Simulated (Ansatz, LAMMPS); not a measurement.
## Elastic response of amorphous 29Ga2O3-71GeO2 (mol %) (86 atoms)

Aim: relax amorphous 29Ga2O3-71GeO2 (mol %) (86 atoms), then change its volume and shape to read moduli from the stress.

Calculated with Ansatz 0.2.0; Kohn-Sham DFT, PBE, PAW (set soft_2), plane waves.

**1. The system as given**

The cell holds 86 atoms: 14 Ga, 17 Ge and 55 O. Its edges and angles: a = 10.944 Å, b = 10.944 Å, c = 10.944 Å, α = 90.0°, β = 90.0°, γ = 90.0°. 86 atoms (14 Fe, 17 Ge, 55 O) placed at random at 3.74 g/cm³, melted at 5000 K for 10 ps at fixed volume with the Morse and Coulomb pair potential with partial charges (Pedone, Malavasi, Menziani, Cormack and Segre, J. Phys. Chem. B 110, 11780 (2006)). Quenched from 5000 K to 300 K at 100 K/ps and fixed volume, held 5 ps, then minimised at fixed cell. Then Fe was replaced by Ga and the cell scaled by 1.006 (the potential has no terms for the new elements, so the cell is a start for a DFT relaxation).

What the set-up can't give: The quench rate of 100 K/ps is many orders above laboratory rates, so the cell is likely richer in defects and strain than a real sample. The network of bonds at the start is that of the classical potential that made the cell, and needn't be the one that DFT or experiment would give. The Brillouin zone is sampled at Γ only.

**2. Single point at the start**

The forces at the start show how far the geometry lies from a minimum of this functional.

File input.yaml:

```yaml
crystal:
  lattice:
    - [10.94387, 0.0, 0.0]
    - [0.0, 10.94387, 0.0]
    - [0.0, 0.0, 10.94387]
  atoms:
    - { symbol: Ga, position: [0.18868, 0.74549, 0.05987] }
    - { symbol: Ga, position: [0.53436, 0.02723, 0.26251] }
    - { symbol: Ga, position: [0.57848, 0.07561, 0.9934] }
    - { symbol: Ga, position: [0.1995, 0.24942, 0.76576] }
    - { symbol: Ga, position: [0.7577, 0.72455, 0.64469] }
    - { symbol: Ga, position: [0.40902, 0.57287, 0.16175] }
    - { symbol: Ga, position: [0.44378, 0.04058, 0.71281] }
    - { symbol: Ga, position: [0.53354, 0.32983, 0.10483] }
    - { symbol: Ga, position: [0.71692, 0.00963, 0.73106] }
    - { symbol: Ga, position: [0.02502, 0.06016, 0.77058] }
    - { symbol: Ga, position: [0.42799, 0.80319, 0.85358] }
    - { symbol: Ga, position: [0.81338, 0.9563, 0.3049] }
    - { symbol: Ga, position: [0.6355, 0.79151, 0.19234] }
    - { symbol: Ga, position: [0.24752, 0.14825, 0.51119] }
    - { symbol: Ge, position: [0.86951, 0.65317, 0.35047] }
    - { symbol: Ge, position: [0.56597, 0.85911, 0.51383] }
    - { symbol: Ge, position: [0.27326, 0.02546, 0.96347] }
    - { symbol: Ge, position: [0.63041, 0.29678, 0.78999] }
    - { symbol: Ge, position: [0.35115, 0.51108, 0.89582] }
    - { symbol: Ge, position: [0.22972, 0.98966, 0.24802] }
    - { symbol: Ge, position: [0.67227, 0.66808, 0.93676] }
    - { symbol: Ge, position: [0.80287, 0.4487, 0.12269] }
    - { symbol: Ge, position: [0.19914, 0.82889, 0.63937] }
    - { symbol: Ge, position: [0.94171, 0.1275, 0.52336] }
    - { symbol: Ge, position: [0.83992, 0.93372, 0.99137] }
    - { symbol: Ge, position: [0.00799, 0.67955, 0.82013] }
    - { symbol: Ge, position: [0.9247, 0.37558, 0.8579] }
    - { symbol: Ge, position: [0.72495, 0.24968, 0.34309] }
    - { symbol: Ge, position: [0.50756, 0.56403, 0.65247] }
    - { symbol: Ge, position: [0.17513, 0.72513, 0.34482] }
    - { symbol: Ge, position: [0.4529, 0.37709, 0.4079] }
    - { symbol: O, position: [0.71611, 0.54248, 0.02543] }
    - { symbol: O, position: [0.19064, 0.05528, 0.38058] }
    - { symbol: O, position: [0.16491, 0.84173, 0.22645] }
    - { symbol: O, position: [0.38133, 0.95453, 0.26324] }
    - { symbol: O, position: [0.27139, 0.39263, 0.83375] }
    - { symbol: O, position: [0.54745, 0.65448, 0.21309] }
    - { symbol: O, position: [0.41924, 0.06027, 0.91377] }
    - { symbol: O, position: [0.91909, 0.00354, 0.42844] }
    - { symbol: O, position: [0.22346, 0.05934, 0.10737] }
    - { symbol: O, position: [0.47359, 0.98125, 0.54393] }
    - { symbol: O, position: [0.85207, 0.2351, 0.43772] }
    - { symbol: O, position: [0.54609, 0.71144, 0.57994] }
    - { symbol: O, position: [0.88847, 0.75432, 0.74987] }
    - { symbol: O, position: [0.52723, 0.71989, 0.97013] }
    - { symbol: O, position: [0.55446, 0.42118, 0.72644] }
    - { symbol: O, position: [0.69432, 0.09744, 0.31338] }
    - { symbol: O, position: [0.50828, 0.16597, 0.15142] }
    - { symbol: O, position: [0.8598, 0.97887, 0.13874] }
    - { symbol: O, position: [0.71914, 0.33154, 0.19778] }
    - { symbol: O, position: [0.73502, 0.03047, 0.91401] }
    - { symbol: O, position: [0.60306, 0.87569, 0.36112] }
    - { symbol: O, position: [0.6018, 0.15374, 0.72312] }
    - { symbol: O, position: [0.45128, 0.49271, 0.51828] }
    - { symbol: O, position: [0.26915, 0.63691, 0.25434] }
    - { symbol: O, position: [0.32954, 0.87342, 0.72015] }
    - { symbol: O, position: [0.70409, 0.88964, 0.59259] }
    - { symbol: O, position: [0.56098, 0.90917, 0.7869] }
    - { symbol: O, position: [0.28734, 0.86618, 0.97204] }
    - { symbol: O, position: [0.1841, 0.09275, 0.8573] }
    - { symbol: O, position: [0.02625, 0.26518, 0.81281] }
    - { symbol: O, position: [0.04573, 0.71414, 0.96974] }
    - { symbol: O, position: [0.78295, 0.33772, 0.79706] }
    - { symbol: O, position: [0.59861, 0.31003, 0.41349] }
    - { symbol: O, position: [0.8047, 0.6503, 0.49368] }
    - { symbol: O, position: [0.40704, 0.60684, 0.77587] }
    - { symbol: O, position: [0.28479, 0.61052, 0.00161] }
    - { symbol: O, position: [0.84668, 0.53318, 0.24805] }
    - { symbol: O, position: [0.59805, 0.25978, 0.94359] }
    - { symbol: O, position: [0.13449, 0.71513, 0.73018] }
    - { symbol: O, position: [0.76522, 0.78848, 0.98833] }
    - { symbol: O, position: [0.96236, 0.96436, 0.8998] }
    - { symbol: O, position: [0.80104, 0.77663, 0.27514] }
    - { symbol: O, position: [0.02616, 0.67677, 0.35727] }
    - { symbol: O, position: [0.96846, 0.52366, 0.81839] }
    - { symbol: O, position: [0.32141, 0.16199, 0.67035] }
    - { symbol: O, position: [0.21918, 0.77826, 0.48778] }
    - { symbol: O, position: [0.9014, 0.38567, 0.01714] }
    - { symbol: O, position: [0.87224, 0.08565, 0.66535] }
    - { symbol: O, position: [0.66673, 0.64234, 0.77999] }
    - { symbol: O, position: [0.10673, 0.95364, 0.65194] }
    - { symbol: O, position: [0.08075, 0.18879, 0.5762] }
    - { symbol: O, position: [0.60006, 0.94261, 0.11527] }
    - { symbol: O, position: [0.44993, 0.41688, 0.25173] }
    - { symbol: O, position: [0.34428, 0.26958, 0.43459] }
    - { symbol: O, position: [0.45111, 0.45567, 0.00841] }
kpoints:
  mp_grid: { grid: [1, 1, 1] }
hamiltonian:
  xc: pbe
scf:
  occupations: { method: fermi_dirac, width: 0.025 }
output:
  forces: true
```

Command:

```console
$ ansatz run input.yaml --threads 4 --pin off --max-ram 8192MiB --backend cpu --events-out ev --progress --plain --runs-dir out
```

The log of the run:

```text
Engine: ansatz 0.2.0, x86_64-unknown-linux-gnu
Pseudopotentials: kind: paw
Pseudopotential: Ga, paw, valence charge 13, recommended cutoff 420 eV (normal), Ga.paw.azcp
Pseudopotential: Ge, paw, valence charge 14, recommended cutoff 420 eV (normal), Ge.paw.azcp
Pseudopotential: O, paw, valence charge 6, recommended cutoff 420 eV (normal), O.paw.azcp
[... 5 lines on functional and potentials left out ...]
Crystal: 86 atoms, lattice volume = 1310.729 Å³
Basis set: ecut = 420 eV, 25677 PW (Γ), exchange–correlation on 150×150×150 points (8 copies of the dense FFT grid, shifted against one another)
Bands: 461, of which v1, the nominal top of the filled ones, is band 375 counted from 1 (374 counted from 0)
Symmetry: 1 space group operations
Space group: P1 (ITA 1), of the structure as read, at distance tolerance 1.1e-4 Å
k-points: 1
[... 7 lines on functional and potentials left out ...]
Initial density: superposition of atomic densities (neutral atoms: chi_scale 0, normalization atom), corrected by the library's trained network
Initial wavefunctions: pseudopotential atomic-orbital guess
Functional: x = pbe(κ = 0.804, μ = 0.219515), c = pbe(β = 0.066725)
SCF iter   1: F=—  HF=-157175.099670 eV  |F-HF|=—  |Δ(HF+E_count)|=         —  Δρ=2.97e-3  dr2=1.03e-1  ethr=1.77e-3  ⟨swp⟩=6.0  Hψ=1795  notcnv=0  defer=49
preconditioner: auto → Resta (q_TF=auto, 2.486 Å⁻¹)  ε∞=3.2  [insulator: Δε(μ)=1.123 eV  Ē_g=19.006 eV  σ=0.025 eV  W_gap=1.00  n_scr=340 (ndim 8)  ℏωp=28.1 eV  f_vac=0.247  D(μ)=0.00/eV (n_scr^D=0)  ε∞_Penn≈3.2  vacuum switching on, ρ_ref=2.6e-2 e/Å³]
SCF iter   2: F=—  HF=-157175.091683 eV  |F-HF|=—  |Δ(HF+E_count)|=   7.99e-3  Δρ=1.63e-3  dr2=1.94e-2  ethr=1.38e-5  ⟨swp⟩=2.0  Hψ=911  notcnv=0  defer=81
SCF iter   3: F=—  HF=-157175.092948 eV  |F-HF|=—  |Δ(HF+E_count)|=   1.27e-3  Δρ=7.03e-4  dr2=5.35e-3  ethr=2.59e-6  ⟨swp⟩=2.0  Hψ=654  notcnv=0  defer=54
automatic band count: iteration 3 solves 434 bands in place of 461: the levels show a gap, and the empty bands left out lie too high to hold charge; the band table lists the bands solved (type scf.n_extra_bands for more)
SCF iter   4: F=—  HF=-157175.093755 eV  |F-HF|=—  |Δ(HF+E_count)|=   8.06e-4  Δρ=2.24e-4  dr2=5.75e-4  ethr=7.13e-7  ⟨swp⟩=2.0  Hψ=641  notcnv=0  defer=54
SCF iter   5: F=—  HF=-157175.093746 eV  |F-HF|=—  |Δ(HF+E_count)|=   8.70e-6  Δρ=1.04e-4  dr2=1.25e-4  ethr=7.66e-8  ⟨swp⟩=2.0  Hψ=641  notcnv=0  defer=54
SCF iter   6: F=—  HF=-157175.093767 eV  |F-HF|=—  |Δ(HF+E_count)|=   2.08e-5  Δρ=3.56e-5  dr2=1.44e-5  ethr=1.66e-8  ⟨swp⟩=2.0  Hψ=616  notcnv=0  defer=54
SCF iter   7: F=—  HF=-157175.091905 eV  |F-HF|=—  |Δ(HF+E_count)|=   1.86e-3  Δρ=1.36e-5  dr2=1.97e-6  ethr=1.92e-9  ⟨swp⟩=2.0  Hψ=742  notcnv=0  defer=54
SCF iter   8: F=—  HF=-157175.091906 eV  |F-HF|=—  |Δ(HF+E_count)|=   7.40e-7  Δρ=4.88e-6  dr2=2.68e-7  ethr=2.62e-10  ⟨swp⟩=2.0  Hψ=641  notcnv=0  defer=54
SCF iter   9: F=-157175.091906 eV  HF=-157175.091906 eV  |F-HF|=1.25e-9  |Δ(HF+E_count)|=   7.24e-8  Δρ=2.09e-6  dr2=4.55e-8  ethr=1.33e-11  ⟨swp⟩=4.0  Hψ=1355  notcnv=0
SCF 1 converged in 9 iterations: F = -157175.091906 eV  dr2 = 4.55e-8
  greatest PAW one-centre occupation: 0.999 electrons in one spin orbital (limit 2), on the Ge atom at site 28 (counted from 0), in its partial waves of l = 2
SCF converged after 9 iterations
Free energy (F): -157175.091906 eV
Harris-Foulkes:  -157175.091906 eV  (|F-HF|=1.25e-9)
Internal energy: -157175.091906 eV  (E = F + TS)
E sigma→0 (E₀):  -157175.091906 eV
Fermi energy:    4.357759 eV
--- Per-component energies (eV) ---
  E_band       = -6217.706983
  E_kinetic    = 13110.493642
  E_local      = -124023.285251  (includes V_loc(G=0)·N_el)
  E_nonlocal   = 15954.414565
  E_hartree    = 54600.915481
  E_xc         = -6220.952810
  E_vxc        = -6982.136205  (∫ρ·V_xc dr)
  E_paw        = -71142.841313  (= ΣΔE_a)
  E_vpaw       = -13479.155920  (= ΣTr[D̂ρ^β])
  E_aug_tail   = 0.139150  (compensation charges beyond the density's cutoff)
  E_ewald      = -39453.975369
  E_smearing   = -0.000000  (= −TS)
  E_closure    = -0.000000  (closes the sum)
  Σ components = -157175.091906   (vs F -157175.091906, Δ=0.00e0)
--- Forces (eV/Å), atoms counted from 1 ---
  atom   1  Ga    -0.38379976     0.05391462    -1.38163116
  atom   2  Ga    -0.46114975    -0.13956882    -0.83547285
  atom   3  Ga    -0.22705156     0.13724252     0.53150031
  atom   4  Ga     0.65321689     0.73392898     1.33605316
  atom   5  Ga     0.82662502    -0.35527067     0.38538281
  atom   6  Ga     0.46194514     0.28597793     0.21263911
  atom   7  Ga     0.68393329    -1.32598645    -0.20553084
  atom   8  Ga    -0.52162888    -0.90779887    -0.14497220
  atom   9  Ga    -0.83021758     0.08631094     0.34247149
  atom  10  Ga    -0.59561049    -1.79632842     0.35809459
  atom  11  Ga     0.90337495     0.42249928    -0.36028080
  atom  12  Ga     0.78023492     0.54753265    -0.35035749
  atom  13  Ga    -0.51721248    -0.36541927     0.05796479
  atom  14  Ga    -0.05162835     0.53534305    -0.91960791
[...]
atom  85  O     -1.30615138    -0.93665840     0.17357567
  atom  86  O      1.03053511    -0.33414420     2.20382899
  max |Σ_I F_I| component: 1.09e-4 eV/Å
```

It took 9.4 s on 4 threads of AMD EPYC 9R14 (Zen 4), shared host; peak memory 2 GiB; 35 s of CPU time.

The r.m.s. force at the start is 0.92 eV/Å.

[end of part 1 of 4]

[Long decimals in the printed logs are rounded to 6 places.]

[Logs are printed without paths, hosts, clocks, repeated set-up lines and the standing remarks that a program may print on its own settings, such as how far it seeks lower states.]

[Hosts, paths, dates, database ids (printed as entryN), source tags and the programs' standing remarks are cut or masked in the printed files.]
